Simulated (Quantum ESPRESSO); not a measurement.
# Dipole at the next field: 1T-PbF2, 1 layer

**Set-up.** Quantum ESPRESSO 7.5, vdW-DF-cx, GBRV ultrasoft, PBE files; sawtooth field along the normal with dipole correction, ions clamped, threshold 1e-9 Ry; cell area 13.748 Å².

```
field (V/Å)  dipole (e Å a cell)
          0              0.00000
        0.1              0.01930
        0.2              0.03858
```

To predict: What is the dipole at 0.4 V/Å, and what electrostatic thickness 4πα/A follows from the rows?

**Worked estimate.** The slope is (0.03858 − (0.00000))/0.2 = 0.1929 e Å²/V, so 4πα/A = 180.95 × 0.1929/13.748 = 2.54 Å. Linear response gives p = 0.00000 + 0.1929 × (0.4) = 0.07716 e Å; a parabola through the three rows gives 0.07708.

**Check.** p = 0.07724 e Å. The line misses by 0.1 % of the induced dipole and the parabola by 0.2 %. The response is linear over this range.

Caveats: Electrons alone respond; local and semilocal functionals tend to overscreen.

[Logs are printed without paths, hosts, clocks, repeated set-up lines and the standing remarks that a program may print on its own settings, such as how far it seeks lower states.]
